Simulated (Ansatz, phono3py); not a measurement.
# GaAs (F-43m): lattice thermal conductivity, part 2 of 3

Wanted: κ(T), lifetimes and mean free paths for GaAs.

What experiment has found for this phase:
- thermal conductivity 45 W/m/K near room temperature (given in “Combining the AFLOW GIBBS and Elastic Libraries to efficiently and robustly screen thermo-mechanical properties of solids”, 2017, arXiv:1611.05714)

Ansatz 0.2.0; DFT LDA, scalar-relativistic, plane waves, PAW.

So far. Step 2 (Probe on a coarse mesh): The start is under -1.9 GPa at this level and looks like an insulator or semiconductor on this mesh. Step 4 (Relaxing to small residual forces and stress): The residual pressure is 0.0036 GPa, small enough for phonons. The relaxed cell has a = 5.603 Å (conventional setting).

## (5) Third-order constants on small settings, k-mesh 8×8×8, third order supercell 2×2×2

A small supercell and a short cutoff cost little, and show how far such settings carry.

Contents of input.yaml:

```yaml
crystal:
  lattice:
    - [0.0, 2.8015748685, 2.8015748685]
    - [2.8015748685, 0.0, 2.8015748685]
    - [2.8015748685, 2.8015748685, 0.0]
  atoms:
    - { symbol: Ga, position: [0.0, 0.0, 0.0] }
    - { symbol: As, position: [0.25, 0.25, 0.25] }
kpoints:
  mp_grid: { grid: [8, 8, 8] }
hamiltonian:
  xc: lda
scf:
  occupations: { method: fixed }
output:
  eigenvalues: true
phonons:
  method: fd
  dielectric: true
  supercell: [2, 2, 2]
  temperatures: { t_max: 1000, t_step: 50 }
  qpath:
    path:
      - [[0.0, 0.0, 0.0], [-0.5, -0.5, 0.0], [-0.375, -0.375, 0.25]]
      - [[-0.375, 0.0, 0.375], [0.0, 0.0, 0.0], [0.0, 0.0, 0.5], [-0.5, -0.25, 0.25], [-0.5, -0.5, 0.0]]
    npoints: 10
  third_order: { supercell: [2, 2, 2], pair_cutoff: 2.576 }
  lattice_thermal_conductivity:
    qmesh: [11, 11, 11]
    temperatures: [100.0, 150.0, 200.0, 300.0, 400.0, 500.0, 600.0, 800.0]
    isotope_mass_variance:
      - { species: As, variance: 0.0 }
      - { species: Ga, variance: 0.0001971 }
```

On the command line:

```bash
$ ansatz run input.yaml --threads 4 --pin off --max-ram 16384MiB --backend cpu --events-out ev --progress --plain --runs-dir out
```

Numbers of over 12 decimals in the logs are rounded to 6 here.

What it wrote:

```text
Warning: phonons: the dynamical matrix that this run interpolates holds no multipole term above the dipole-dipole one, and a site of this crystal is no centre of inversion, so its interpolated transverse optical and acoustic branches and sound speeds can stay off near Gamma, and the density of states and the thermodynamics with them. What a run solves at a wave vector of phonons.qpoints, Gamma apart, where the deck admits one, is free of this, and under fd what a larger phonons.supercell samples
Warning: phonons.dielectric: true without phonons.rigid_motions: the static dielectric tensor ε⁰ will be withheld (ε∞, Z* and the rows of modes are given); for a crystal or a slab, whose only rigid motions are the translations, set phonons.rigid_motions: translations
[...]
Crystal: 16 atoms, lattice volume = 351.825 Å³
Basis set: ecut = 420 eV, 6855 PW (Γ)
Bands: 135, of which v1, the nominal top of the filled ones, is band 112 counted from 1 (111 counted from 0)
Symmetry: 192 space group operations
k-points: 8 of 64 (time reversal used)
[...]
SCF iter   1: F=—  HF=-67850.338402 eV  |F-HF|=—  |Δ(HF+E_count)|=         —  Δρ=2.70e-8  dr2=8.79e-13  ethr=1.00e-12  ⟨swp⟩=3.0  Hψ=2732  notcnv=0
[...]
SCF iter   2: F=-67850.338402 eV  HF=-67850.338402 eV  |F-HF|=1.46e-11  |Δ(HF+E_count)|=    0.00e0  Δρ=1.24e-8  dr2=1.68e-13  ethr=1.00e-12  ⟨swp⟩=3.0  Hψ=2620  notcnv=0
SCF 1 converged in 2 iterations: F = -67850.338402 eV  dr2 = 1.68e-13
[...]
Crystal: 2 atoms, lattice volume = 43.978 Å³
Basis set: ecut = 420 eV, 869 PW (Γ), exchange–correlation on 54×54×54 points (8 copies of the dense FFT grid, shifted against one another)
Bands: 18, of which v1, the nominal top of the filled ones, is band 14 counted from 1 (13 counted from 0)
Symmetry: 24 space group operations
k-points: 95 of 512 (irreducible under 4 space group operations, time reversal used)
[...]
SCF iter   3: F=-8481.292301 eV  HF=-8481.292301 eV  |F-HF|=4.37e-11  |Δ(HF+E_count)|=  8.37e-11  Δρ=3.13e-7  dr2=2.18e-11  ethr=1.00e-12  ⟨swp⟩=3.0  Hψ=4132  notcnv=0
SCF 2 converged in 3 iterations: F = -8481.292301 eV  dr2 = 2.18e-11
[...]
DFPT response loops at Γ: preconditioner auto → none (the input reference at scf.mixing.eps_inf says where Resta's filter doesn't serve); β = 0.50; Broyden in place of MSR1
── the response to a field inside a basis, on 10×10×10 k-points: an SCF that follows is theirs, and a resumed run solves both again ──
Bands: 15, of which v1, the nominal top of the filled ones, is band 14 counted from 1 (13 counted from 0)
k-points: 110
[...]
Eigensolver: Dense (110 Hₖ)
SCF iter   1: F=—  HF=-8481.295927 eV  |F-HF|=—  |Δ(HF+E_count)|=         —  Δρ=2.03e-4  dr2=2.17e-5  ethr=1.00e-1
[...]
SCF iter   4: F=-8481.295918 eV  HF=-8481.295918 eV  |F-HF|=3.97e-8  |Δ(HF+E_count)|=   7.69e-8  Δρ=7.14e-6  dr2=1.55e-8  ethr=1.40e-9
SCF 1 converged in 4 iterations: F = -8481.295918 eV  dr2 = 1.55e-8
[...]
Symmetry: 2 space group operations
k-points: 24 of 64 (time reversal used)
[...]
SCF iter   8: F=-67850.338371 eV  HF=-67850.338371 eV  |F-HF|=1.46e-11  |Δ(HF+E_count)|=  2.91e-11  Δρ=2.07e-8  dr2=1.54e-12  ethr=1.00e-12  ⟨swp⟩=6.0  Hψ=14766  notcnv=0
SCF 2 converged in 8 iterations: F = -67850.338371 eV  dr2 = 1.54e-12
[...]
SCF iter   8: F=-67850.338367 eV  HF=-67850.338367 eV  |F-HF|=0.00e0  |Δ(HF+E_count)|=  1.46e-11  Δρ=1.32e-8  dr2=6.68e-13  ethr=1.00e-12  ⟨swp⟩=5.0  Hψ=14002  notcnv=0
SCF 3 converged in 8 iterations: F = -67850.338367 eV  dr2 = 6.68e-13
[...]
SCF iter   3: F=-67850.338402 eV  HF=-67850.338402 eV  |F-HF|=7.28e-10  |Δ(HF+E_count)|=   1.31e-9  Δρ=3.92e-7  dr2=3.11e-10  ethr=1.00e-12  ⟨swp⟩=4.0  Hψ=3702  notcnv=0
SCF 4 converged in 3 iterations: F = -67850.338402 eV  dr2 = 3.11e-10
Symmetry: 48 space group operations
k-points: 13 of 64 (time reversal used)
[...]
SCF iter   4: F=-67850.338402 eV  HF=-67850.338402 eV  |F-HF|=6.40e-10  |Δ(HF+E_count)|=  2.62e-10  Δρ=4.57e-7  dr2=4.00e-10  ethr=1.00e-12  ⟨swp⟩=3.5  Hψ=4775  notcnv=0
SCF 5 converged in 4 iterations: F = -67850.338402 eV  dr2 = 4.00e-10
Symmetry: 6 space group operations
[...]
SCF iter   8: F=-67850.333694 eV  HF=-67850.333694 eV  |F-HF|=2.91e-11  |Δ(HF+E_count)|=   1.75e-9  Δρ=2.41e-7  dr2=2.19e-10  ethr=1.00e-12  ⟨swp⟩=5.1  Hψ=6476  notcnv=0
SCF 6 converged in 8 iterations: F = -67850.333694 eV  dr2 = 2.19e-10
[...]
SCF 7 converged in 8 iterations: F = -67850.323608 eV  dr2 = 7.02e-10
[...]
SCF 8 converged in 8 iterations: F = -67850.334644 eV  dr2 = 1.88e-10
[...]
SCF 9 converged in 8 iterations: F = -67850.331999 eV  dr2 = 3.33e-10
[...]
SCF 10 converged in 8 iterations: F = -67850.325171 eV  dr2 = 3.50e-10
Symmetry: 1 space group operations
k-points: 36 of 64 (time reversal used)
[...]
SCF 11 converged in 8 iterations: F = -67850.330010 eV  dr2 = 3.69e-10
[...]
SCF 12 converged in 8 iterations: F = -67850.327409 eV  dr2 = 3.56e-10
[...]
SCF 13 converged in 8 iterations: F = -67850.328142 eV  dr2 = 3.87e-10
[...]
SCF 14 converged in 8 iterations: F = -67850.329331 eV  dr2 = 3.60e-10
[...]
SCF 15 converged in 8 iterations: F = -67850.333974 eV  dr2 = 2.22e-10
[...]
SCF 16 converged in 8 iterations: F = -67850.334439 eV  dr2 = 1.86e-10
[...]
SCF 17 converged in 8 iterations: F = -67850.324373 eV  dr2 = 7.11e-10
[...]
SCF 18 converged in 8 iterations: F = -67850.326059 eV  dr2 = 3.63e-10
[...]
SCF 19 converged in 8 iterations: F = -67850.332057 eV  dr2 = 3.36e-10
[...]
SCF 20 converged in 8 iterations: F = -67850.327661 eV  dr2 = 3.42e-10
[...]
SCF 21 converged in 8 iterations: F = -67850.330227 eV  dr2 = 3.35e-10
[...]
SCF 33 converged in 8 iterations: F = -67850.333253 eV  dr2 = 1.10e-10
[...]
SCF iter   8: F=-67850.325185 eV  HF=-67850.325185 eV  |F-HF|=4.37e-11  |Δ(HF+E_count)|=  3.78e-10  Δρ=2.87e-7  dr2=3.26e-10  ethr=1.00e-12  ⟨swp⟩=3.0  Hψ=12556  notcnv=0
SCF 34 converged in 8 iterations: F = -67850.325185 eV  dr2 = 3.26e-10
[...]
SCF iter   8: F=-67850.332003 eV  HF=-67850.332003 eV  |F-HF|=7.28e-11  |Δ(HF+E_count)|=  6.55e-10  Δρ=3.08e-7  dr2=3.49e-10  ethr=1.00e-12  ⟨swp⟩=5.0  Hψ=11509  notcnv=0
SCF 35 converged in 8 iterations: F = -67850.332003 eV  dr2 = 3.49e-10
[...]
SCF iter   8: F=-67850.334266 eV  HF=-67850.334266 eV  |F-HF|=0.00e0  |Δ(HF+E_count)|=  1.16e-10  Δρ=1.33e-7  dr2=7.72e-11  ethr=1.00e-12  ⟨swp⟩=4.0  Hψ=10813  notcnv=0
SCF 36 converged in 8 iterations: F = -67850.334266 eV  dr2 = 7.72e-11
[...]
SCF iter   8: F=-67850.322216 eV  HF=-67850.322216 eV  |F-HF|=4.37e-11  |Δ(HF+E_count)|=  1.75e-10  Δρ=2.74e-7  dr2=3.14e-10  ethr=1.00e-12  ⟨swp⟩=4.4  Hψ=11695  notcnv=0
SCF 37 converged in 8 iterations: F = -67850.322216 eV  dr2 = 3.14e-10
[...]
SCF iter   8: F=-67850.327415 eV  HF=-67850.327415 eV  |F-HF|=5.82e-11  |Δ(HF+E_count)|=  4.37e-11  Δρ=3.02e-7  dr2=3.51e-10  ethr=1.00e-12  ⟨swp⟩=3.0  Hψ=18058  notcnv=0
SCF 38 converged in 8 iterations: F = -67850.327415 eV  dr2 = 3.51e-10
[...]
SCF iter   8: F=-67850.330006 eV  HF=-67850.330006 eV  |F-HF|=4.37e-11  |Δ(HF+E_count)|=  8.29e-10  Δρ=2.70e-7  dr2=3.29e-10  ethr=1.00e-12  ⟨swp⟩=3.0  Hψ=18549  notcnv=0
SCF 39 converged in 8 iterations: F = -67850.330006 eV  dr2 = 3.29e-10
[...]
SCF iter   8: F=-67850.329321 eV  HF=-67850.329321 eV  |F-HF|=5.82e-11  |Δ(HF+E_count)|=  8.73e-10  Δρ=3.28e-7  dr2=3.52e-10  ethr=1.00e-12  ⟨swp⟩=5.0  Hψ=11793  notcnv=0
SCF 40 converged in 8 iterations: F = -67850.329321 eV  dr2 = 3.52e-10
[...]
SCF iter   8: F=-67850.328153 eV  HF=-67850.328153 eV  |F-HF|=1.46e-11  |Δ(HF+E_count)|=   2.08e-9  Δρ=2.68e-7  dr2=3.96e-10  ethr=1.00e-12  ⟨swp⟩=3.1  Hψ=11560  notcnv=0
SCF 41 converged in 8 iterations: F = -67850.328153 eV  dr2 = 3.96e-10
SCF converged after 2 iterations
Free energy (F): -67850.338402 eV
[...]
Internal energy: -67850.338402 eV  (E = F + TS)
E sigma→0 (E₀):  -67850.338402 eV
Fermi energy:    8.242152 eV
[...]
--- Band table (eV; the first three rows and the last of 8) ---
  k-point 0: bands = [... 108 lower, 7.0568, 8.2422, 8.2422, 8.2422, 8.7281, 9.1642, 9.1642, 9.1642, ... 19 higher]
  k-point 1: bands = [... 108 lower, 7.1830, 7.1830, 7.9944, 7.9944, 9.2914, 9.8099, 9.8117, 9.8117, ... 19 higher]
  k-point 2: bands = [... 108 lower, 7.5350, 7.5350, 7.5350, 7.5350, 9.6315, 9.6315, 10.3413, 10.3413, ... 19 higher]
  k-point 7: bands = [... 108 lower, 6.8865, 6.8865, 6.8865, 6.8865, 11.2620, 11.2620, 11.2620, 11.2620, ... 19 higher]
--- Phonons: 2 displaced members + reference (amplitude 0.0025 Å, Σ member SCF iterations 16) ---
  symmetry images taken by strict's conditions (phonons.symmetry_images: auto; settled by the asymmetry read); asymmetry of the core-correction force 1.3e-7 eV/Å at the most on a site, 1.2e-6 eV/Å summed over every site of the supercell
  ASR residual: 2.304e-5 → 0.000e0 eV/Å²; symmetrization residual: 9.569e-6 eV/Å²
  largest component of a force at the reference: 1.4e-16 eV/Å
  ASR residual per site (eV/Å²): 1.43e-5 2.30e-5
  Γ frequencies (cm⁻¹): 0.00 0.00 0.00 268.95 268.95 268.95
  Unit cell's response to a homogeneous field: 3 representative field directions (Σ response iterations 15)
  ε∞ (high-frequency dielectric tensor):
       14.000504    -0.000000    -0.000000
       -0.000000    14.000504     0.000000
       -0.000000     0.000000    14.000504
  ε⁰ (static dielectric tensor): not given — the deck does not say what the cell's rigid motions are, and on a molecule in a box or a wire the rigid rotations would enter the sum over the modes at Γ. For a crystal or a slab, whose only rigid motions are the translations, set phonons.rigid_motions: translations.
  Born effective charges Z* (e; rows j = field, columns β = displacement):
    site 0:
         2.06160    0.00000   -0.00000
        -0.00000    2.06160   -0.00000
        -0.00000   -0.00000    2.06160
    site 1:
        -2.06160   -0.00000    0.00000
         0.00000   -2.06160    0.00000
         0.00000    0.00000   -2.06160
  Z* charge neutrality: 3.818e-5 e pre-enforcement
  solved inside a basis spanned on the 8×8×8 k-mesh, on 10×10×10 k-points transformed towards the longest dipole: ε∞ is read to err by 4.0e-2, Z* by 1.6e-2 e; Z* is corrected for what the basis lacks
  optical modes at Γ without the LO–TO term, one row a degenerate level:
      ω (cm⁻¹)  modes    IR ((D/Å)²/amu)
        268.95      3             8.1454
  optical modes at Γ + LO–TO along q̂ = [1.0000, 0.0000, 0.0000]:
      ω (cm⁻¹)  modes    IR ((D/Å)²/amu)
        268.95      2             5.4303
        285.90      1             2.7151
  optical modes at Γ + LO–TO along q̂ = [0.0000, 1.0000, 0.0000]:
      ω (cm⁻¹)  modes    IR ((D/Å)²/amu)
        268.95      2             5.4303
        285.90      1             2.7151
  optical modes at Γ + LO–TO along q̂ = [0.0000, 0.0000, 1.0000]:
      ω (cm⁻¹)  modes    IR ((D/Å)²/amu)
        268.95      2             5.4303
        285.90      1             2.7151
  density of states and harmonic sums: on the 20×20×20 q-mesh, interpolated from the force constants of a 2×2×2 supercell (with the dipole–dipole term)
  largest difference from the sums on the solved wave vectors: F 6.58e-2 eV, S 9.81e-5 and C_V 3.23e-5 eV/K
  zero-point energy: 0.067716 eV/cell   skipped modes (ω ≤ 0): 3   left out of the sums: 6.25e-5 of the cell's modes: C_V's classical limit lies that fraction below 3 k_B per atom; for a crystal, a wire or a layer, F and S can be off by more, and a phonons.interpolated_qmesh denser along its periods is the remedy for the sampling
--- Third-order force constants: 36 member SCFs in a 2×2×2 supercell (pair cutoff 2.576 Å, amplitude 0.03 Å, SCF threshold 1.00e-9 eV, Σ member SCF iterations 288) ---
[...]
26 force-constant blocks with the first atom in the home cell, fitted with 10 parameters over 4 symmetry orbits; no atom triplet left out
  sum-rule residual: 4.518e-1 → 1.595e-14 eV/Å³; symmetrization residual: 1.344e-2 eV/Å³; largest sum-rule correction relative to its orbit: 5.669e-2, on the orbit of the block of home site 0 with site 1 of cell (-1, 0, 0) and site 0 of cell (0, 0, 0), whose norm before the correction was 2.734e1 eV/Å³
--- Lattice thermal conductivity: 11×11×11 mesh (56 irreducible points), tetrahedron method ---
  three-phonon and isotope scattering only; four-phonon, boundary and, in a metal, phonon-electron scattering are left out
  each conductivity is what the modes' populations carry and what the coherences between them add
  conductivity (a third of the tensor's trace), W/(m K), in the relaxation-time approximation and from the full solution:
       T (K)   relaxation time   full solution  iterations             ending  least Ritz value
      100.00           97.0184        101.3866           7          converged          7.008e-1
      150.00           61.5755         64.3163           7          converged          7.029e-1
      200.00           45.3736         47.5001           7          converged          6.999e-1
      300.00           29.9521         31.4555           7          converged          6.941e-1
      400.00           22.4337         23.6007           7          converged          6.902e-1
      500.00           17.9580         18.9119           7          converged          6.875e-1
      600.00           14.9829         15.7896           7          converged          6.856e-1
      800.00           11.2695         11.8860           7          converged          6.830e-1
```

Elapsed: 20 min, on 4 threads of Arm Neoverse V1, shared host; peak memory 2.2 GiB.

This step gave:

```
Γ frequencies                              : 0, 0, 0, 268.9, 268.9, 268.9 cm⁻¹ (negative: imaginary)
lowest frequency on the path               : 0 cm⁻¹
zero-point energy                          : 0.06772 eV/cell
point group                                : -43m
highest frequency                          : 285.9 cm⁻¹
Debye temperature from the second moment   : 372 K
κ at 300 K (relaxation time)               : 29.95 W/m/K
κ at 300 K (full solution)                 : 31.46 W/m/K
dipole term                                : run
mean free path at half of κ                : 70.8 nm
share of κ above the three lowest branches : 0.055
third-order blocks                         : 26
periodic aliases dropped                   : 0
largest relative sum-rule correction       : 0.05669
displaced cells, third order               : 36
```

W/m/K. Kappa, by row:

```tsv
T (K)	RTA xx	RTA yy	RTA zz	full xx	full yy	full zz	coherence part xx	coherence part yy	coherence part zz	ending	iterations	least Ritz value
100	97.02	97.02	97.02	101.4	101.4	101.4	0.006464	0.006464	0.006464	converged	7	0.701
150	61.58	61.58	61.58	64.32	64.32	64.32	0.01255	0.01255	0.01255	converged	7	0.703
200	45.37	45.37	45.37	47.5	47.5	47.5	0.01752	0.01752	0.01752	converged	7	0.7
300	29.95	29.95	29.95	31.46	31.46	31.46	0.02536	0.02536	0.02536	converged	7	0.694
400	22.43	22.43	22.43	23.6	23.6	23.6	0.03184	0.03184	0.03184	converged	7	0.69
500	17.96	17.96	17.96	18.91	18.91	18.91	0.03765	0.03765	0.03765	converged	7	0.688
600	14.98	14.98	14.98	15.79	15.79	15.79	0.04301	0.04301	0.04301	converged	7	0.686
800	11.27	11.27	11.27	11.89	11.89	11.89	0.05282	0.05282	0.05282	converged	7	0.683
```

This rung gives 29.9 W/(m K) at 300 K by relaxation time, but with 16 atoms, 1 neighbour distance inside the cutoff and a 11×11×11 mesh it is a test, not the conductivity of the crystal.

(Continued in part 3 of 3.)

[Logs are printed without paths, hosts, clocks, repeated set-up lines and the standing remarks that a program may print on its own settings, such as how far it seeks lower states.]

[Hosts, paths, dates, database ids (printed as entryN), source tags and the programs' standing remarks are cut or masked in the printed files.]

[A step with changed settings may run another functional than the one named; its input shows which.]
